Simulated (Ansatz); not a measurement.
# Bands, cutoff and cost in G0W0 for CS2NF5 (P-1), part 2 of 2

Aim: see how the G0W0 gap of CS2NF5 (P-1) on PBE moves with empty bands and screening cutoff, and what each rung costs.

Ansatz 0.2.0; G0W0 on PBE, plane waves, PAW; PAW set soft_1. Known limits of the many-body steps: not at the basis limit; coarse k mesh.

So far. Step 4 (1064 empty bands, screening to 140 eV): Against the run with 4×2×2 mesh, 494 empty bands, screening to 84 eV, PAW set soft_1 files, the gap moves by +0.005 eV.

## 5. Changing the k mesh: 2×2×2 mesh, 494 empty bands, screening to 84 eV, PAW set soft_1 files

A second mesh at equal bands and cutoff isolates the sampling error. Bands and cutoff differ from the step before, so it is read against an earlier run that matches them.

input.yaml reads:

```yaml
crystal:
  lattice:
    - [4.851, 0.0, 0.0]
    - [-0.2429962821, 7.4030130222, 0.0]
    - [-0.0929160701, -1.0366422871, 7.8775412009]
  atoms:
    - { symbol: C, position: [0.3704668563, 0.511281436, 0.7789674265] }
    - { symbol: C, position: [0.6295331437, 0.488718564, 0.2210325735] }
    - { symbol: S, position: [0.5069110792, 0.6743134807, 0.7030080864] }
    - { symbol: S, position: [0.4930889208, 0.3256865193, 0.2969919136] }
    - { symbol: S, position: [0.1123244275, 0.1912861656, 0.7728123248] }
    - { symbol: S, position: [0.8876755725, 0.8087138344, 0.2271876752] }
    - { symbol: "N", position: [0.2695326305, 0.3914099602, 0.8545470961] }
    - { symbol: "N", position: [0.7304673695, 0.6085900398, 0.1454529039] }
    - { symbol: F, position: [0.9498932602, 0.2824875867, 0.6277270521] }
    - { symbol: F, position: [0.0501067398, 0.7175124133, 0.3722729479] }
    - { symbol: F, position: [0.2661306003, 0.0907955868, 0.9117928285] }
    - { symbol: F, position: [0.7338693997, 0.9092044132, 0.0882071715] }
    - { symbol: F, position: [0.9605213198, -0.0004253749, 0.7012299471] }
    - { symbol: F, position: [0.0394786802, 1.0004253749, 0.2987700529] }
    - { symbol: F, position: [0.860244641, 0.2319621255, 0.89906027] }
    - { symbol: F, position: [0.139755359, 0.7680378745, 0.10093973] }
    - { symbol: F, position: [0.3582205304, 0.1401040865, 0.6410071536] }
    - { symbol: F, position: [0.6417794696, 0.8598959135, 0.3589928464] }
kpoints:
  mp_grid: { grid: [2, 2, 2] }
hamiltonian:
  xc: pbe
  pseudopotentials: { kind: paw, azcp: { folder: soft_1 } }
scf:
  occupations: { method: fixed }
gw:
  n_empty_bands: 494
  ecut_chi: 84
  qp_bands: [v4, c4]
  qp_kpoints: band_edges
  screening: { model: contour_deformation }
```

Started as:

```bash
$ ansatz run input.yaml --threads 2 --pin off --max-ram 92160MiB --backend cuda --events-out ev --progress --plain --runs-dir out --devices 1 --max-vram 13GiB
```

Numbers of over 12 decimals in the logs are rounded to 6 here.

Output:

```text
GPUs: using 1 of 1 available (devices: 1).
[...]
GPU FFT provider: cuFFT
GPU libraries: cuBLAS 13.8.2, cuFFT 12.4.0, cuSOLVER 12.3.4
Crystal: 18 atoms, lattice volume = 282.898 Å³
Basis set: ecut = 420 eV, 5521 PW (Γ)
Bands: 74, of which v1, the nominal top of the filled ones, is band 56 counted from 1 (55 counted from 0)
Symmetry: 2 space group operations
[...]
k-points: 8
[...]
0    60      5.4998   -12.9432    -3.6666   -18.9643  0.8040     7.9514     7.8542  root
[...]
7    57      3.8945   -14.1738    -3.0492   -19.5254  0.8136     6.2667     6.1968  root
     7    58      3.9319   -13.8482    -3.0463   -19.1647  0.8122     6.2715     6.2020  root
     7    59      5.5778   -12.9578    -3.6952   -19.0256  0.8042     8.0482     7.9504  root
     7    60      5.6331   -10.7792    -3.3850   -16.3207  0.8096     7.8555     7.7896  root
[key lines of the parts left out:]
SCF converged after 12 iterations
Free energy (F): -12950.654122 eV
Fermi energy:    0.803395 eV
```

It took 33 s on 1 × NVIDIA H100 80GB HBM3 (shared by 6 runs) with 2 threads of AMD EPYC 7R13 (Zen 3), shared host; peak memory 1.8 GiB.

This step gave:

```
bands summed                                 : 550
RPA ε∞ on this mesh (eigenvalues)            : 1.905, 1.960, 2.823
plane waves in the screening matrix          : 503
G0W0 gap on the mesh                         : 6.670 eV
k of the valence top                         : 0, -0.5, 0
k of the conduction bottom                   : 0, -0.5, -0.5
starting gap on the mesh                     : 2.921 eV
least direct G0W0 gap on the computed points : 6.682 eV
```

Against the run with 4×2×2 mesh, 494 empty bands, screening to 84 eV, PAW set soft_1 files, the gap moves by +0.02 eV.

## 6. Changing the frequency model: 4×2×2 mesh, 1064 empty bands, screening to 140 eV, plasmon pole, PAW set soft_1 files

A plasmon pole stands in for the full frequency dependence of the screening; this run shows what that costs in accuracy. Bands and cutoff differ from the step before, so it is read against an earlier run that matches them.

Changes to input.yaml since step 5:

```diff
@@ -25,3 +25,3 @@
 kpoints:
-  mp_grid: { grid: [2, 2, 2] }
+  mp_grid: { grid: [4, 2, 2] }
 hamiltonian:
@@ -32,6 +32,6 @@
 gw:
-  n_empty_bands: 494
-  ecut_chi: 84
+  n_empty_bands: 1064
+  ecut_chi: 140.0
   qp_bands: [v4, c4]
   qp_kpoints: band_edges
-  screening: { model: contour_deformation }
+  screening: { model: godby_needs }
```

Output:

```text
GPUs: using 1 of 1 available (devices: 1).
[...]
GPU FFT provider: cuFFT
GPU libraries: cuBLAS 13.8.2, cuFFT 12.4.0, cuSOLVER 12.3.4
Crystal: 18 atoms, lattice volume = 282.898 Å³
Basis set: ecut = 420 eV, 5521 PW (Γ)
Bands: 74, of which v1, the nominal top of the filled ones, is band 56 counted from 1 (55 counted from 0)
Symmetry: 2 space group operations
[...]
k-points: 12 of 16
[...]
0    60      5.4994   -12.9486    -3.7024   -18.9654  0.8352     7.8587     7.8139  root
[...]
11    57      3.8940   -14.1756    -3.1470   -19.5241  0.8238     6.1112     6.0955  root
    11    58      3.9314   -13.8481    -3.1467   -19.1634  0.8221     6.1132     6.1001  root
    11    59      5.5775   -12.9633    -3.7305   -19.0269  0.8350     7.9535     7.9106  root
    11    60      5.6325   -10.7823    -3.4761   -16.3192  0.8328     7.7173     7.6932  root
[key lines of the parts left out:]
SCF converged after 12 iterations
Free energy (F): -12950.658428 eV
Fermi energy:    0.802657 eV
```

The job ended after 3.1 min (1 × NVIDIA H100 80GB HBM3 (shared by 6 runs) with 2 threads; peak memory 5.4 GiB; 5.1 min of CPU time).

This step gave:

```
bands summed                                 : 1120
plasmon-pole fit frequency                   : 23.36 eV
RPA ε∞ on this mesh (eigenvalues)            : 1.895, 1.955, 2.810
plane waves in the screening matrix          : 1057
G0W0 gap on the mesh                         : 6.792 eV
k of the valence top                         : 0, -0.5, 0
k of the conduction bottom                   : 0, -0.5, -0.5
starting gap on the mesh                     : 2.921 eV
least direct G0W0 gap on the computed points : 6.805 eV
```

Against the run with 4×2×2 mesh, 1064 empty bands, screening to 140 eV, PAW set soft_1 files, the gap moves by +0.14 eV.

## 7. Changing the files and raising the bands: 4×2×2 mesh, 1577 empty bands, screening to 182 eV, hard PAW files

Other atomic data (hard PAW) test the pseudisation: the cutoff goes from 420 to 1050 eV, with the same valence electrons. Bands and screening cutoff change too, so the step is no clean test of the files.

This step: G0W0 on PBE, plane waves, PAW.

Changes to input.yaml since step 6:

```diff
@@ -28,3 +28,3 @@
   xc: pbe
-  pseudopotentials: { kind: paw, azcp: { folder: soft_1 } }
+  pseudopotentials: { kind: paw, source: ansatz }
 scf:
@@ -32,6 +32,6 @@
 gw:
-  n_empty_bands: 1064
-  ecut_chi: 140.0
+  n_empty_bands: 1577
+  ecut_chi: 182.0
   qp_bands: [v4, c4]
   qp_kpoints: band_edges
-  screening: { model: godby_needs }
+  screening: { model: contour_deformation }
```

Output:

```text
GPUs: using 1 of 1 available (devices: 1).
[...]
GPU FFT provider: cuFFT
GPU libraries: cuBLAS 13.8.2, cuFFT 12.4.0, cuSOLVER 12.3.4
Crystal: 18 atoms, lattice volume = 282.898 Å³
Basis set: ecut = 1050 eV, 21859 PW (Γ)
Bands: 74, of which v1, the nominal top of the filled ones, is band 56 counted from 1 (55 counted from 0)
Symmetry: 2 space group operations
[...]
k-points: 12 of 16
[...]
0    60      5.5123   -12.9513    -4.0279   -18.9626  0.7982     7.5682     7.4956  root
[...]
11    57      3.9027   -14.1482    -3.4131   -19.4884  0.8064     5.8705     5.8298  root
    11    58      3.9390   -13.8202    -3.4132   -19.1268  0.8051     5.8726     5.8323  root
    11    59      5.5904   -12.9685    -4.0608   -19.0268  0.7983     7.6612     7.5879  root
    11    60      5.6400   -10.7467    -3.7442   -16.2664  0.8042     7.4587     7.4156  root
[key lines of the parts left out:]
SCF converged after 12 iterations
Free energy (F): -12950.598598 eV
Fermi energy:    0.802865 eV
```

The job ended after 3.6 min (1 × NVIDIA H100 80GB HBM3 (shared by 6 runs) with 2 threads; peak memory 13 GiB).

Numbers from this step:

```
bands summed                                 : 1633
RPA ε∞ on this mesh (eigenvalues)            : 1.892, 1.952, 2.801
plane waves in the screening matrix          : 1589
G0W0 gap on the mesh                         : 6.635 eV
k of the valence top                         : 0, -0.5, 0
k of the conduction bottom                   : 0, -0.5, -0.5
starting gap on the mesh                     : 2.931 eV
least direct G0W0 gap on the computed points : 6.647 eV
```

Against the run with 4×2×2 mesh, 1064 empty bands, screening to 140 eV, PAW set soft_1 files, the gap moves by −0.020 eV.

## 8. Convergence and cost

Times are wall times on 1 × NVIDIA H100 80GB HBM3 (shared by 6 runs) with 2 threads of AMD EPYC 7R13 (Zen 3), shared host, good to a factor of about two.

```
 mesh           files            frequency  bands summed  cutoff (eV)  start (eV)  G0W0 (eV)     time  host memory (GiB)
4×2×2  PAW set soft_1  contour deformation           230           42       2.921      6.625     18 s                1.4
4×2×2  PAW set soft_1  contour deformation           550           84       2.921      6.650     44 s                2.2
4×2×2  PAW set soft_1  contour deformation          1120          140       2.921      6.654  1.8 min                4.2
2×2×2  PAW set soft_1  contour deformation           550           84       2.921      6.670     33 s                1.8
4×2×2  PAW set soft_1         plasmon pole          1120          140       2.921      6.792  3.1 min                5.4
4×2×2        hard PAW  contour deformation          1633          182       2.931      6.635  3.6 min                 13
```

How the two edges are built up, in eV (the quasiparticle level is the starting level plus Σx plus Σc less Vxc):

```
       run               edge  start      Σx     Σc     Vxc     Z     QP
 230 bands        valence top   0.80  -19.43   2.21  -16.06  0.81  -0.36
 230 bands  conduction bottom   3.72  -14.08  -2.77  -19.40  0.83   6.27
 550 bands        valence top   0.80  -19.43   1.93  -16.06  0.80  -0.65
 550 bands  conduction bottom   3.72  -14.08  -3.04  -19.40  0.82   6.00
1120 bands        valence top   0.80  -19.43   1.69  -16.06  0.79  -0.89
1120 bands  conduction bottom   3.72  -14.08  -3.27  -19.40  0.81   5.77
```

## 9. Summary of results

```json
{"230 bands, 42 eV": "6.625 eV", "550 bands, 84 eV": "6.650 eV", "1120 bands, 140 eV": "6.654 eV", "estimated limit in bands and cutoff": "6.66 eV", "mesh and start": "4×2×2, PBE"}
```

**Reading.** A line in one over the bands through the two highest rungs gives 6.66 eV, +0.005 eV from the top rung; the pair below gives 6.67 eV, so the series converges faster than that law. The rungs stand 0.03 eV (230 bands), 0.01 eV (550 bands) and 0.00 eV (1120 bands) from it. From 230 to 1120 bands the gap moves by +0.03 eV while the time grows 6.0-fold. Σc changes by −0.53 eV at the valence top and −0.50 eV at the conduction bottom, so the levels themselves move more than the gap between them. On the 2×2×2 mesh in place of 4×2×2 the gap differs by +0.02 eV, of which −0.0003 eV is already in the start. The plasmon-pole model gives +0.14 eV against contour deformation, 4 % of the correction, and saved no time in this program. With hard PAW files and 1633 bands the gap is 6.63 eV; the line for the PAW set soft_1 files gives 6.66 eV at that count, a difference of −0.02 eV that holds the line's own error too. The cheapest rung within 0.1 eV of this estimate is that with 230 bands (18 s). The 4×2×2 mesh misses a band edge: over a band path and its finer mesh (run apart) the PBE gap is 2.87 eV, so the G0W0 gap over the zone may lie about 0.05 eV below its value on the mesh. The 4×2×2 mesh is coarse for this cell (its supercell is 15 Å along the shortest edge). The RPA ε∞ on it, from the PBE start, is 1.90, 1.96 and 2.81; such meshes misread the long-range screening, most where the gap is narrow.

[Paths, hosts, dates, memory and timing lines, banners, echoed tables and standing remarks are left out of the program output.]

[Logs are printed without paths, hosts, clocks, repeated set-up lines and the standing remarks that a program may print on its own settings, such as how far it seeks lower states.]

[Runs of the session that timed out or met a known fault of the program may be left out.]

[Cells called generated may have been cut or substituted from an entry of the Crystallography Open Database or the Materials Project.]

[Hosts, paths, dates, database ids (printed as entryN), source tags and the programs' standing remarks are cut or masked in the printed files.]
